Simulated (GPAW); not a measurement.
A computed F K-edge spectrum of one site in a crystal of Cr, F and K, with its zero at a photon energy of about 680.2 eV (LDA puts this hole about 5 eV below PBE, itself good to a few eV). Method: GPAW, LDA + U, full core hole (charged cell) in a small cell, dipole transitions, broadening that rises with energy.

Energy from the lowest empty level; intensity scaled to a mean of 1 over the first 20 eV:

| E (eV) | intensity |
| --- | --- |
| -2.0 | 0.00 |
| -1.4 | 0.00 |
| -0.8 | 0.00 |
| -0.2 | 0.04 |
| 0.4 | 0.27 |
| 1.0 | 0.64 |
| 1.6 | 0.58 |
| 2.2 | 1.03 |
| 2.8 | 1.64 |
| 3.4 | 1.35 |
| 4.0 | 1.67 |
| 4.6 | 2.03 |
| 5.2 | 1.87 |
| 5.8 | 1.38 |
| 6.4 | 1.13 |
| 7.0 | 1.12 |
| 7.6 | 1.20 |
| 8.2 | 1.37 |
| 8.8 | 1.31 |
| 9.4 | 1.08 |
| 10.0 | 0.89 |
| 10.6 | 0.74 |
| 11.2 | 0.61 |
| 11.8 | 0.50 |
| 12.4 | 0.46 |
| 13.0 | 0.49 |
| 13.6 | 0.59 |
| 14.2 | 0.74 |
| 14.8 | 0.89 |
| 15.4 | 1.00 |
| 16.0 | 1.06 |
| 16.6 | 1.06 |
| 17.2 | 1.01 |
| 17.8 | 0.95 |
| 18.4 | 0.88 |
| 19.0 | 0.81 |
| 19.6 | 0.75 |
| 20.2 | 0.71 |
| 20.8 | 0.71 |
| 21.4 | 0.76 |
| 22.0 | 0.83 |
| 22.6 | 0.92 |
| 23.2 | 1.01 |
| 23.8 | 1.10 |
| 24.4 | 1.16 |
| 25.0 | 1.18 |
| 25.6 | 1.17 |
| 26.2 | 1.12 |
| 26.8 | 1.07 |
| 27.4 | 1.03 |
| 28.0 | 1.02 |
| 28.6 | 1.03 |
| 29.2 | 1.06 |
| 29.8 | 1.09 |
| 30.4 | 1.12 |
| 31.0 | 1.14 |

Question: Which coordination does this site have?

A K edge sees empty p states; the first features are F p mixed into the empty d states of the Cr neighbours, and the broad ones above probably into the cations' higher empty bands. It is atom 5 of KCrF3 (C2/m), with 1 Cr at 2.00 Å and 1 Cr at 2.02 Å (bent, 166°, site symmetry m). Its main maxima below 24 eV lie at 1.2 eV (0.67), 2.8 eV (1.64), 4.7 eV (2.03), 8.4 eV (1.39) and 16.3 eV (1.07). A near-edge spectrum doesn't fix the structure by itself; it is matched against candidates. The hole lies in one spin channel, while the script sums the empty states of both and takes the lower zero; where the two channels are split, this blurs and shifts the curve. The crystal has 3 inequivalent F sites and not all are shown here, while a measurement adds them all. The spins start ferromagnetically in a simple order, which needn't be the measured one; gap and edge can depend on it. The holes are only 5.8 Å apart, so the shape is probably not converged with cell size; no larger cell was run here. The mesh is coarse (0.37 Å⁻¹ between points), so small maxima may be mesh ripples. The structure is a published determination, not relaxed.

[Hosts, paths, dates, database ids (printed as entryN), source tags and the programs' standing remarks are cut or masked in the printed files.]

[Lists of maxima count a maximum above −3 eV only where it reaches 4 % of the highest in the window and stands out from its surroundings by 2 % of it (1.5 % where it reaches 55 %); shoulders and weaker maxima are passed over, and of the rest the first, up to two pre-edge ones and the few strongest are named.]
